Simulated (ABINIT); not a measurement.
**KMgH3 (Pm-3m): G0W0 in ABINIT against the screening cutoff in the self-energy**

Wanted: the cheapest screening cutoff in the self-energy that holds the gap of KMgH3 (Pm-3m).

Calculated with ABINIT 10.8.3; LDA and many-body steps on it, plane waves.

**1. The structure**

The structure is cubic, space group Pm-3m (No. 221). Conventional cell: a = 4.025 Å, b = 4.025 Å, c = 4.025 Å, α = 90.00°, β = 90.00°, γ = 90.00°. Nearest to K lie 12 H at 2.85 Å. Mg has 6 H at 2.01 Å nearest. H has 2 Mg at 2.01 Å and 8 H at 2.85 Å and 4 K at 2.85 Å nearest. Farther neighbours are not listed.

The cell and positions come from the Crystallography Open Database and are kept as given unless a step says otherwise.

**2. Screening, 2×2×2 mesh, 116 bands, screening to 176.9 eV**

This step: ABINIT 10.8.3; RPA screening on LDA, plane waves, norm-conserving pseudopotentials.

The RPA dielectric matrix is built and inverted for each q.

run.abi

```
acell 3*1.0 Angstrom
rprim 
  4.025000000000 0.000000000000 0.000000000000
  0.000000000000 4.025000000000 0.000000000000
  0.000000000000 0.000000000000 4.025000000000
ntypat 3
znucl 19 12 1
natom 5
typat 1 2 3 3 3
xred 
  0.000000000000 0.000000000000 0.000000000000
  0.500000000000 0.500000000000 0.500000000000
  0.000000000000 0.500000000000 0.500000000000
  0.500000000000 0.000000000000 0.500000000000
  0.500000000000 0.500000000000 0.000000000000
pp_dirpath "pseudos"
pseudos "K.upf, Mg.upf, H.upf"
ecut 38
ngkpt 2 2 2
nshiftk 1
shiftk 0 0 0
kptopt 1
chksymbreak 0
istwfk *1
occopt 1
irdwfk 1
optdriver 3
nband 116
ecuteps 6.5
inclvkb 2
awtr 1
symchi 1
indata_prefix "in"
outdata_prefix "out"
tmpdata_prefix "tmp"
```

Launch:

```console
> OMP_NUM_THREADS=1 mpirun -n 4 abinit run.abi > log
```

Log:

```text
.Version 10.8.3 of ABINIT. v10.8.2 released Aug 2026.

 Symmetries : space group Pm -3 m (#221); Bravais cP (primitive cubic)
[... echo of the input left out ...]
== DATASET  1 ==================================================================
-   mpi_nproc: 4, omp_nthreads: 1 (-1 if OMP is not activated)

--- !DatasetInfo
iteration_state: {dtset: 1, }
dimensions: {natom: 5, nkpt: 4, mband: 116, nsppol: 1, nspinor: 1, nspden: 1, mpw: 4950, }
cutoff_energies: {ecut:  38.0, pawecutdg:  -1.0, }
electrons: {nelect:   2.20000000E+01, charge:   0.00000000E+00, occopt:   1.00000000E+00, tsmear:   1.00000000E-02, }

 SCREENING: Calculation of the susceptibility and dielectric matrices

 Based on a program developped by R.W. Godby, V. Olevano, G. Onida, and L. Reining.
 Incorporated in ABINIT by V. Olevano, G.-M. Rignanese, and M. Torrent.
.Using double precision arithmetic ; gwpc =  8

[... cell and pseudopotentials left out ...]
--------------------------------------------------------------------------------

 ==== K-mesh for the wavefunctions ====
 Number of points in the irreducible wedge :     4
[... list of points left out ...]
 Together with 48 symmetry operations and time-reversal symmetry
 yields     8 points in the full Brillouin Zone.

 ==== Q-mesh for the screening function ====
 Number of points in the irreducible wedge :     4
[... list of points left out ...]
 Together with 48 symmetry operations and time-reversal symmetry
 yields     8 points in the full Brillouin Zone.

 setmesh: FFT mesh size selected  =    30x   30x   30
          total number of points  =        27000

 vcoul_init : cutoff-mode = AUXILIARY_FUNCTION
 q-points for optical limit:   1
     1)      0.000010    0.000020    0.000030

- screening: taking advantage of time-reversal symmetry
- Maximum band index for partially occupied states nbvw = 11
- Remaining bands to be divided among processors   nbcw = 105
- Number of bands treated by each node ~26

 Number of electrons calculated from density =   22.0000; Expected =   22.0000
 average of density, n =  0.049995
 r_s =    1.6839
 omega_plasma =   21.5685 [eV]

 calculating chi0 at frequencies [eV] :
  1    0.000000E+00    0.000000E+00
  2    0.000000E+00    2.156849E+01

--------------------------------------------------------------------------------
  q-point number  1        q = ( 0.000000, 0.000000, 0.000000) [r.l.u.]
--------------------------------------------------------------------------------
[... chi0 elements left out ...]
 For q-point:  0.000010 0.000020 0.000030
  dielectric constant =   4.4003
  dielectric constant without local fields =   4.9234

  Average fulfillment of the sum rule on Im[epsilon] for q-point    1 :     62.39  [%]
[... wings left out ...]
  q-point number  2        q = ( 0.500000, 0.000000, 0.000000) [r.l.u.]
--------------------------------------------------------------------------------
[... chi0 elements left out ...]
  Average fulfillment of the sum rule on Im[epsilon] for q-point    2 :     66.75  [%]

 [... 2 further q-points ...]
```

The job ended after 8.8 s (4 MPI ranks of Arm Neoverse V1, shared host; peak memory 0.73 GiB; 35 s of CPU time).

This step gave:

```yaml
eps_infinity_with_local_fields_on_this_mesh_along_the_program_s_q_direction: 4.400
the_same_without_local_fields: 4.923
plasma_frequency: 21.57 eV
plane_waves_in_the_screening_matrix: 365
```

Local fields lower ε∞ by 11 %. On a Γ-centred mesh this coarse the value itself is usually too large, while a short band sum pulls it down.

**3. 0.7 Ha**

This step: G0W0 on LDA, plane waves, norm-conserving pseudopotentials.

Changes to run.abi since step 2:

```diff
@@ -26,8 +26,19 @@
 irdwfk 1
-optdriver 3
+optdriver 4
 nband 116
-ecuteps 6.5
-inclvkb 2
-awtr 1
-symchi 1
+gwcalctyp 0
+ecutsigx 38
+symsigma 1
+nkptgw 3
+kptgw 
+  0.5000000000 0.0000000000 0.0000000000
+  0.5000000000 0.5000000000 0.5000000000
+  0.0000000000 0.0000000000 0.0000000000
+bdgw 
+  10 13
+  9 15
+  10 14
+ecuteps 0.7
+irdscr 1
+ppmodel 1
 indata_prefix "in"
```

Log:

```text
.Version 10.8.3 of ABINIT. v10.8.2 released Aug 2026.

 Symmetries : space group Pm -3 m (#221); Bravais cP (primitive cubic)
[... echo of the input left out ...]
== DATASET  1 ==================================================================
-   mpi_nproc: 4, omp_nthreads: 1 (-1 if OMP is not activated)

--- !DatasetInfo
iteration_state: {dtset: 1, }
dimensions: {natom: 5, nkpt: 4, mband: 116, nsppol: 1, nspinor: 1, nspden: 1, mpw: 4950, }
cutoff_energies: {ecut:  38.0, pawecutdg:  -1.0, }
electrons: {nelect:   2.20000000E+01, charge:   0.00000000E+00, occopt:   1.00000000E+00, tsmear:   1.00000000E-02, }

 SIGMA: Calculation of the GW corrections

 Based on a program developped by R.W. Godby, V. Olevano, G. Onida, and L. Reining.
 Incorporated in ABINIT by V. Olevano, G.-M. Rignanese, and M. Torrent.
.Using double precision arithmetic ; gwpc =  8

[... cell and pseudopotentials left out ...]
--------------------------------------------------------------------------------

 ==== K-mesh for the wavefunctions ====
 Number of points in the irreducible wedge :     4
[... list of points left out ...]
 Together with 48 symmetry operations and time-reversal symmetry
 yields     8 points in the full Brillouin Zone.

 ==== Q-mesh for screening function ====
 Number of points in the irreducible wedge :     4
[... list of points left out ...]
 Together with 48 symmetry operations and time-reversal symmetry
 yields     8 points in the full Brillouin Zone.

 vcoul_init : cutoff-mode = AUXILIARY_FUNCTION
 q-points for optical limit:   1
     1)      0.000010    0.000020    0.000030
 setmesh: FFT mesh size selected  =    45x   45x   45
          total number of points  =        91125

 Number of electrons calculated from density =   22.0000; Expected =   22.0000
 average of density, n =  0.049995
 r_s =    1.6839
 omega_plasma =   21.5685 [eV]

 === KS Band Gaps ===
  >>>> For spin  1
   Minimum direct gap =   4.2158 [eV], located at k-point      :   0.5000  0.5000  0.5000
   Fundamental gap    =   2.0485 [eV], Top of valence bands at :   0.5000  0.0000  0.0000
                                       Bottom of conduction at :   0.5000  0.5000  0.5000
 SIGMA fundamental parameters:
 PLASMON POLE MODEL  1
 number of plane-waves for SigmaX                 4945
 number of plane-waves for SigmaC and W             19
 number of plane-waves for wavefunctions          4945
 number of bands                                   116
 number of independent spin polarizations            1
 number of spinorial components                      1
 number of k-points in IBZ                           4
 number of q-points in IBZ                           4
 number of symmetry operations                      48
 number of k-points in BZ                            8
 number of q-points in BZ                            8
 number of frequencies for dSigma/dE                 9
 frequency step for dSigma/dE [eV]                0.25
 number of omega for Sigma on real axis              0
 max omega for Sigma on real axis  [eV]           0.00
 zcut for avoiding poles [eV]                     0.10

 EPSILON^-1 parameters (SCR file):
 dimension of the eps^-1 matrix on file            365
 dimension of the eps^-1 matrix used                19
 number of plane-waves for wavefunctions          4945
 number of bands                                   116
 number of q-points in IBZ                           4
 number of frequencies                               2
 number of real frequencies                          1
 number of imag frequencies                          1

 matrix elements of self-energy operator (all in [eV])

 Perturbative Calculation

--- !SelfEnergy_ee
iteration_state: {dtset: 1, }
kpoint     : [   0.500,    0.000,    0.000, ]
spin       : 1
KS_gap     :    5.054
QP_gap     :    7.368
Delta_QP_KS:    2.314
data: !SigmaeeData |
     Band     E0 <VxcDFT>   SigX SigC(E0)      Z dSigC/dE  Sig(E)    E-E0       E
       10  -1.018 -10.065 -13.670   2.479   0.799  -0.251 -10.965  -0.900  -1.918
       11   1.864 -11.059 -14.320   2.251   0.816  -0.225 -11.883  -0.824   1.039
       12   6.918  -9.618  -4.223  -3.584   0.823  -0.215  -8.129   1.489   8.408
       13   6.918  -9.618  -4.223  -3.584   0.823  -0.215  -8.129   1.489   8.408

--- !SelfEnergy_ee
iteration_state: {dtset: 1, }
kpoint     : [   0.500,    0.500,    0.500, ]
spin       : 1
KS_gap     :    4.216
QP_gap     :    6.404
Delta_QP_KS:    2.188
data: !SigmaeeData |
     Band     E0 <VxcDFT>   SigX SigC(E0)      Z dSigC/dE  Sig(E)    E-E0       E
        9  -0.303 -10.514 -14.164   2.508   0.804  -0.244 -11.432  -0.918  -1.222
       10  -0.303 -10.514 -14.164   2.508   0.804  -0.244 -11.432  -0.918  -1.222
[...]
--- !SelfEnergy_ee
iteration_state: {dtset: 1, }
kpoint     : [   0.000,    0.000,    0.000, ]
spin       : 1
KS_gap     :    5.981
QP_gap     :    8.050
Delta_QP_KS:    2.069
data: !SigmaeeData |
     Band     E0 <VxcDFT>   SigX SigC(E0)      Z dSigC/dE  Sig(E)    E-E0       E
[...]
12   7.350  -9.313  -4.160  -3.610   0.819  -0.221  -8.048   1.264   8.615
       13   7.350  -9.313  -4.160  -3.610   0.819  -0.221  -8.048   1.264   8.615
       14   7.350  -9.313  -4.160  -3.610   0.819  -0.221  -8.048   1.264   8.615

== END DATASET(S) ==============================================================
================================================================================

 -outvars: echo values of variables after computation  --------
           etotal      0.0000000000E+00
            nband         116
             nkpt           4
          spgroup         221
 [... the other variables as echoed above ...]

 Calculation completed.
```

The job ended after 3.8 s (4 MPI ranks; peak memory 0.63 GiB).

Numbers from this step:

* G0W0 gap on the points computed: 4.143 eV
* starting gap on the mesh: 2.048 eV
* k of the valence top: 0.5, 0, 0
* k of the conduction bottom: 0.5, 0.5, 0.5
* Z at the valence top: 0.816
* Z at the conduction bottom: 0.825
* least direct G0W0 gap on the computed points: 6.404 eV

**4. 1.3 Ha**

Changes to run.abi since step 3:

```diff
@@ -40,3 +40,3 @@
   10 14
-ecuteps 0.7
+ecuteps 1.3
 irdscr 1
```

Log:

```text
.Version 10.8.3 of ABINIT. v10.8.2 released Aug 2026.

 Symmetries : space group Pm -3 m (#221); Bravais cP (primitive cubic)
[... echo of the input left out ...]
== DATASET  1 ==================================================================
-   mpi_nproc: 4, omp_nthreads: 1 (-1 if OMP is not activated)

--- !DatasetInfo
iteration_state: {dtset: 1, }
dimensions: {natom: 5, nkpt: 4, mband: 116, nsppol: 1, nspinor: 1, nspden: 1, mpw: 4950, }
cutoff_energies: {ecut:  38.0, pawecutdg:  -1.0, }
electrons: {nelect:   2.20000000E+01, charge:   0.00000000E+00, occopt:   1.00000000E+00, tsmear:   1.00000000E-02, }

 SIGMA: Calculation of the GW corrections

 Based on a program developped by R.W. Godby, V. Olevano, G. Onida, and L. Reining.
 Incorporated in ABINIT by V. Olevano, G.-M. Rignanese, and M. Torrent.
.Using double precision arithmetic ; gwpc =  8

[... cell and pseudopotentials left out ...]
--------------------------------------------------------------------------------

 ==== K-mesh for the wavefunctions ====
 Number of points in the irreducible wedge :     4
[... list of points left out ...]
 Together with 48 symmetry operations and time-reversal symmetry
 yields     8 points in the full Brillouin Zone.

 ==== Q-mesh for screening function ====
 Number of points in the irreducible wedge :     4
[... list of points left out ...]
 Together with 48 symmetry operations and time-reversal symmetry
 yields     8 points in the full Brillouin Zone.

 vcoul_init : cutoff-mode = AUXILIARY_FUNCTION
 q-points for optical limit:   1
     1)      0.000010    0.000020    0.000030
 setmesh: FFT mesh size selected  =    45x   45x   45
          total number of points  =        91125

 Number of electrons calculated from density =   22.0000; Expected =   22.0000
[...]
number of plane-waves for wavefunctions          4945
 number of bands                                   116
 number of q-points in IBZ                           4
 number of frequencies                               2
 number of real frequencies                          1
 number of imag frequencies                          1

 matrix elements of self-energy operator (all in [eV])

 Perturbative Calculation

--- !SelfEnergy_ee
iteration_state: {dtset: 1, }
kpoint     : [   0.500,    0.000,    0.000, ]
spin       : 1
KS_gap     :    5.054
QP_gap     :    7.309
Delta_QP_KS:    2.255
data: !SigmaeeData |
     Band     E0 <VxcDFT>   SigX SigC(E0)      Z dSigC/dE  Sig(E)    E-E0       E
       10  -1.018 -10.065 -13.670   2.385   0.794  -0.260 -11.034  -0.969  -1.987
       11   1.864 -11.059 -14.320   2.186   0.810  -0.234 -11.930  -0.871   0.992
       12   6.918  -9.618  -4.223  -3.706   0.819  -0.221  -8.235   1.383   8.301
[...]
--- !SelfEnergy_ee
iteration_state: {dtset: 1, }
kpoint     : [   0.500,    0.500,    0.500, ]
spin       : 1
KS_gap     :    4.216
QP_gap     :    6.361
Delta_QP_KS:    2.145
data: !SigmaeeData |
     Band     E0 <VxcDFT>   SigX SigC(E0)      Z dSigC/dE  Sig(E)    E-E0       E
[...]
--- !SelfEnergy_ee
iteration_state: {dtset: 1, }
kpoint     : [   0.000,    0.000,    0.000, ]
spin       : 1
KS_gap     :    5.981
QP_gap     :    7.984
Delta_QP_KS:    2.003
data: !SigmaeeData |
     Band     E0 <VxcDFT>   SigX SigC(E0)      Z dSigC/dE  Sig(E)    E-E0       E
[...]
13   7.350  -9.313  -4.160  -3.748   0.815  -0.227  -8.167   1.145   8.496
       14   7.350  -9.313  -4.160  -3.748   0.815  -0.227  -8.167   1.145   8.496

== END DATASET(S) ==============================================================
================================================================================

 -outvars: echo values of variables after computation  --------
           etotal      0.0000000000E+00
            nband         116
             nkpt           4
          spgroup         221
 [... the other variables as echoed above ...]

 Calculation completed.
```

Wall time 3.7 s (4 MPI ranks); peak memory 0.63 GiB; 15 s of CPU time.

This step gave:

```
G0W0 gap on the points computed              : 4.089 eV
starting gap on the mesh                     : 2.048 eV
k of the valence top                         : 0.5, 0, 0
k of the conduction bottom                   : 0.5, 0.5, 0.5
Z at the valence top                         : 0.81
Z at the conduction bottom                   : 0.82
least direct G0W0 gap on the computed points : 6.361 eV
```

**5. 2.3 Ha**

The self-energy is evaluated for the states that the input lists, and the levels follow from it, in one-shot runs by the linearised quasiparticle equation.

Changes to run.abi since step 4:

```diff
@@ -40,3 +40,3 @@
   10 14
-ecuteps 1.3
+ecuteps 2.3
 irdscr 1
```

Log:

```text
.Version 10.8.3 of ABINIT. v10.8.2 released Aug 2026.

 Symmetries : space group Pm -3 m (#221); Bravais cP (primitive cubic)
[... echo of the input left out ...]
== DATASET  1 ==================================================================
-   mpi_nproc: 4, omp_nthreads: 1 (-1 if OMP is not activated)

--- !DatasetInfo
iteration_state: {dtset: 1, }
dimensions: {natom: 5, nkpt: 4, mband: 116, nsppol: 1, nspinor: 1, nspden: 1, mpw: 4950, }
cutoff_energies: {ecut:  38.0, pawecutdg:  -1.0, }
[...]
Band     E0 <VxcDFT>   SigX SigC(E0)      Z dSigC/dE  Sig(E)    E-E0       E
[...]
13   7.350  -9.313  -4.160  -3.869   0.812  -0.231  -8.270   1.042   8.393
       14   7.350  -9.313  -4.160  -3.869   0.812  -0.231  -8.270   1.042   8.393

== END DATASET(S) ==============================================================
================================================================================

 -outvars: echo values of variables after computation  --------
           etotal      0.0000000000E+00
            nband         116
             nkpt           4
          spgroup         221
 [... the other variables as echoed above ...]

 Calculation completed.
```

The job ended after 4.3 s (4 MPI ranks; peak memory 0.64 GiB).

This step gave:

| Quantity | Value |
| --- | --- |
| G0W0 gap on the points computed | 4.09 eV |
| starting gap on the mesh | 2.048 eV |
| k of the valence top | 0.5, 0, 0 |
| k of the conduction bottom | 0.5, 0.5, 0.5 |
| least direct G0W0 gap on the computed points | 6.326 eV |

The gap on the mesh goes from 2.05 eV to 4.09 eV, a correction of +2.04 eV.

(Continued in part 2 of 2.)

[Paths, hosts, dates, memory and timing lines, banners, echoed tables and standing remarks are left out of the program output.]

[Logs are printed without paths, hosts, clocks, repeated set-up lines and the standing remarks that a program may print on its own settings, such as how far it seeks lower states.]

[Runs of the session that timed out or met a known fault of the program may be left out.]

[Hosts, paths, dates, database ids (printed as entryN), source tags and the programs' standing remarks are cut or masked in the printed files.]

[G0W0 gaps are taken among the corrected bands and points alone; a level outside them can change the order at an edge.]

[Where Ansatz stands beside ABINIT at settings called matched, ABINIT's density can come from a denser mesh and the files from another edition; pairs whose starting gaps differed by over 0.03 eV were left out, so agreement reads better than it is.]
